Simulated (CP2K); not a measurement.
Two runs for the N K edge of 2-aminopyrrole. Run A: CP2K XAS_TDP, all-electron GAPW, PBEh(45%), aug-cc-pVDZ, TDA, no relativity. Run B differs in one setting.

First lines with a strength over 0.0015. A:

```tsv
atom	energy (eV)	states	strength, one atom
N1 (bonded to C and 2 H)	397.91	1	0.0080
	398.70	1	0.0211
	399.44	1	0.0016
	399.68	1	0.0106
	400.00	1	0.0022
N6 (bonded to 2 C and H)	398.38	1	0.0321
	399.02	1	0.0144
	400.22	1	0.0025
	400.71	1	0.0017
	401.60	1	0.0022
```

B:

```tsv
atom	energy (eV)	states	strength, one atom
N1 (bonded to C and 2 H)	398.48	1	0.0080
	399.25	1	0.0210
	399.99	1	0.0016
	400.23	1	0.0105
	400.54	1	0.0022
N6 (bonded to 2 C and H)	398.93	1	0.0321
	399.57	1	0.0144
	400.76	1	0.0024
	401.26	1	0.0017
	402.15	1	0.0022
```

Which was it: GW2X switched on, the basis, scalar relativity switched on, the functional?

Scalar relativity switched on. Relativity shifts all lines of an element by nearly the same amount and keeps their strengths. Against PBEh(45%) in aug-cc-pVDZ, the leading lines move by +0.57 eV (N1, to 398.48) and +0.55 eV (N6, to 398.93).

[Banner, clock and machine lines of the logs are left out without a mark of their own.]

[Logs are printed without paths, hosts, clocks, repeated set-up lines and the standing remarks that a program may print on its own settings, such as how far it seeks lower states.]

[Hosts, paths, dates, database ids (printed as entryN), source tags and the programs' standing remarks are cut or masked in the printed files.]
